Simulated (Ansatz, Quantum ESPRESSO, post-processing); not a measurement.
# Al: work function by face, part 6 of 6

Which face of Al holds its electrons most tightly, and does packing explain the order?

Quantum ESPRESSO 7.5; plane-wave DFT, PBE, PseudoDojo norm-conserving pseudopotentials; geometry and cross-check by Ansatz 0.2.0 with PAW datasets.

So far. Step 11 (Potential by pp.x of (100)): On (100) the work function under LDA lies +0.14 eV from PBE's. Step 12 (Relaxation with Ansatz of (110)): The relaxation lowers the energy by 6 meV an atom. Held were the atoms numbered 3, 4 and 5; the forces quoted are those on the free ones.

**15. SCF with pw.x of (110), LDA**

Level of this step: plane-wave DFT, LDA, PseudoDojo norm-conserving pseudopotentials (Quantum ESPRESSO 7.5).

110.lda.in reads:

```
&control
  prefix = '110.lda'
  outdir = './out'
  pseudo_dir = './pseudo'
  calculation = 'scf'
  tprnfor = .true.
/
&system
  ibrav = 0
  nat = 7
  ntyp = 1
  ecutwfc = 32
  ecutrho = 128
  occupations = 'smearing'
  smearing = 'mv'
  degauss = 0.02
/
&electrons
  conv_thr = 1e-07
  mixing_beta = 0.4
  electron_maxstep = 120
  mixing_mode = 'local-TF'
/
ATOMIC_SPECIES
  Al  26.9815  Al.dojo-sr-lda-0.4.1-standard.upf
CELL_PARAMETERS angstrom
  4.05000000000000 0.00000000000000 0.00000000000000
  0.00000000000000 2.86378246380000 0.00000000000000
  0.00000000000000 0.00000000000000 24.59134739140000
ATOMIC_POSITIONS crystal
  Al  0.000000000000 0.000000000000 0.327950522925
  Al  0.500000000000 0.500000000000 0.380461051205
  Al  0.000000000000 0.000000000000 0.441772558900
  Al  0.500000000000 0.500000000000 0.500000000000
  Al  0.000000000000 0.000000000000 0.558227441100
  Al  0.500000000000 0.500000000000 0.619538947703
  Al  0.000000000000 0.000000000000 0.672049478276
K_POINTS automatic
  8 10 1 0 0 0
```

Launch:

```sh
OMP_NUM_THREADS=1 mpirun -n 2 pw.x -nk 2 -in 110.lda.in > 110.lda.out
```

The program printed:

```text
[banner, memory and clock lines left out]
Program PWSCF v.7.5 starts
[...]
Message from routine setup:
[...]
number of electrons       =        21.00
     number of Kohn-Sham states=           15
     kinetic-energy cutoff     =      32.0000  Ry
     charge density cutoff     =     128.0000  Ry
[...]
number of k points=    30  Marzari-Vanderbilt smearing, width (Ry)=  0.0200
[...]
Dense  grid:    47039 G-vectors     FFT dimensions: (  27,  20, 180)
[...]
negative rho (up, down):  4.343E-05 0.000E+00
     Starting wfcs are   28 randomized atomic wfcs
[...]
estimated scf accuracy    <       0.53343718 Ry
[...]
estimated scf accuracy    <       0.32286619 Ry
[...]
estimated scf accuracy    <       0.02508260 Ry
[...]
estimated scf accuracy    <       0.02203529 Ry
[...]
estimated scf accuracy    <       0.02728365 Ry
[...]
negative rho (up, down):  4.063E-05 0.000E+00
[...]
estimated scf accuracy    <       0.01123714 Ry
[...]
negative rho (up, down):  3.227E-03 0.000E+00
[...]
estimated scf accuracy    <       0.00216220 Ry
[...]
negative rho (up, down):  7.972E-03 0.000E+00
[...]
estimated scf accuracy    <       0.00162497 Ry
[...]
negative rho (up, down):  4.627E-03 0.000E+00
[...]
estimated scf accuracy    <       0.00114242 Ry
[...]
negative rho (up, down):  3.812E-04 0.000E+00
[...]
estimated scf accuracy    <       0.00006533 Ry
[...]
negative rho (up, down):  1.575E-04 0.000E+00
[...]
estimated scf accuracy    <       0.00000095 Ry
[...]
negative rho (up, down):  7.610E-07 0.000E+00
[...]
estimated scf accuracy    <       0.00000056 Ry
[...]
negative rho (up, down):  1.530E-05 0.000E+00
[...]
estimated scf accuracy    <       0.00000012 Ry
[...]
the Fermi energy is     0.6954 ev
!    total energy              =     -32.95156209 Ry
     estimated scf accuracy    <       0.00000005 Ry
     smearing contrib. (-TS)   =      -0.00039076 Ry
     internal energy E=F+TS    =     -32.95117134 Ry
[...]
one-electron contribution =    -340.13315962 Ry
     hartree contribution      =     174.80715322 Ry
     xc contribution           =     -15.23499830 Ry
     ewald contribution        =     147.60983336 Ry
     convergence has been achieved in  14 iterations
[...]
Total force =     0.014983     Total SCF correction =     0.000348
[...]
```

Elapsed: 28 s, on 2 MPI ranks of Intel Xeon Platinum 8375C at 2.90GHz (Ice Lake), shared host; peak memory 0.24 GiB; 56 s of CPU time.

This step gave:

```
free energy  : -448.3288 eV
Fermi energy : 0.6954 eV
```

**16. Electrostatic potential of (110)**

110.lda.pot.in reads:

```
&inputpp
  prefix = '110.lda'
  outdir = './out'
  filplot = '110.lda.pot.dat'
  plot_num = 11
/
```

Launch:

```sh
OMP_NUM_THREADS=1 mpirun -n 2 pp.x -in 110.lda.pot.in > 110.lda.pot.out
```

The job ended after 1.1 s (2 MPI ranks; peak memory 0.1 GiB).

Read from the output:

| Quantity | Value |
| --- | --- |
| work function of the upper face | 4.196 eV |
| slope of the potential above | 1.88e-4 eV/Å |
| upper vacuum line continued to the top atoms, over the Fermi level | 4.195 eV |
| work function of the lower face | 4.196 eV |
| slope of the potential below | -1.46e-4 eV/Å |
| lower vacuum line continued to the bottom atoms, over the Fermi level | 4.195 eV |

On (110) the work function under LDA lies +0.17 eV from PBE's.

**17. The series side by side**

All levels:

| level | work function (eV) | Ansatz, PBE (eV) | CPU time (s) |
| --- | --- | --- | --- |
| (111), PBE | 4.104 | 4.115 | 24.08 |
| (111), LDA | 4.266 | - | 24.4 |
| (100), PBE | 4.224 | 4.238 | 21.21 |
| (100), LDA | 4.366 | - | 20.72 |
| (110), PBE | 4.03 | 4.043 | 51.65 |
| (110), LDA | 4.196 | - | 55.53 |

**18. The arithmetic**

For (111) under PBE, on the run's own zero: φ = 5.577 − (1.472) = 4.105 eV.

**19. Summary of results**

* work function of (111), PBE: 4.10 eV
* work function of (111), LDA: 4.27 eV
* work function of (100), PBE: 4.22 eV
* work function of (100), LDA: 4.37 eV
* work function of (110), PBE: 4.03 eV
* work function of (110), LDA: 4.20 eV

In words: Under PBE the work functions are 4.22 eV on (100), 4.10 eV on (111) and 4.03 eV on (110). In order of packing, from 7.10 to 11.60 Å² an atom, the faces are (111), (100) and (110). The work function doesn't follow that order throughout, so smoothing alone doesn't explain it; the states near the Fermi level, surface states and relaxation differ from face to face. LDA lies +0.14 to +0.17 eV from PBE on the same atoms, nearly a rigid shift. The top two spacings change by +0.9 and -0.4 % on (111), +1.5 and +3.3 % on (100) and -9.8 and +5.3 % on (110). Electron diffraction gives +1.7 ± 0.3 % on (111) and −8.4 % on (110), as quoted in arxiv:0801.1077 (2008). Ansatz, with Fermi-Dirac smearing and its own datasets, agrees within 0.01 eV under PBE. The slabs are thin and unreconstructed, at the tabulated lattice constant; thickness and mesh leave some 0.05 to 0.1 eV open.

Computed beside measured:

| quantity | measured | PBE | LDA |
| --- | --- | --- | --- |
| work function of (111) (eV) | 4.32 | 4.10 (-0.22 eV) | 4.27 (-0.05 eV) |
| work function of (100) (eV) | 4.32 | 4.22 (-0.10 eV) | 4.37 (+0.05 eV) |
| work function of (110) (eV) | 4.23 | 4.03 (-0.20 eV) | 4.20 (-0.03 eV) |

Measured values from arxiv:1702.08515 (2017).

How well it matches: The grades are ours: good and fair within 3 and 7 % for the work function of (111), 3 and 7 % for the work function of (100) and 3 and 7 % for the work function of (110). Other measurements of the same face can differ from the value quoted by 0.1 to 0.2 eV.

[Logs are printed without paths, hosts, clocks, repeated set-up lines and the standing remarks that a program may print on its own settings, such as how far it seeks lower states.]

[Hosts, paths, dates, database ids (printed as entryN), source tags and the programs' standing remarks are cut or masked in the printed files.]

[Maps of the electrostatic potential energy from Ansatz leave out the sawtooth potential of an applied field or a dipole correction, so their vacuum need not be flat; planar profiles and work functions include it.]
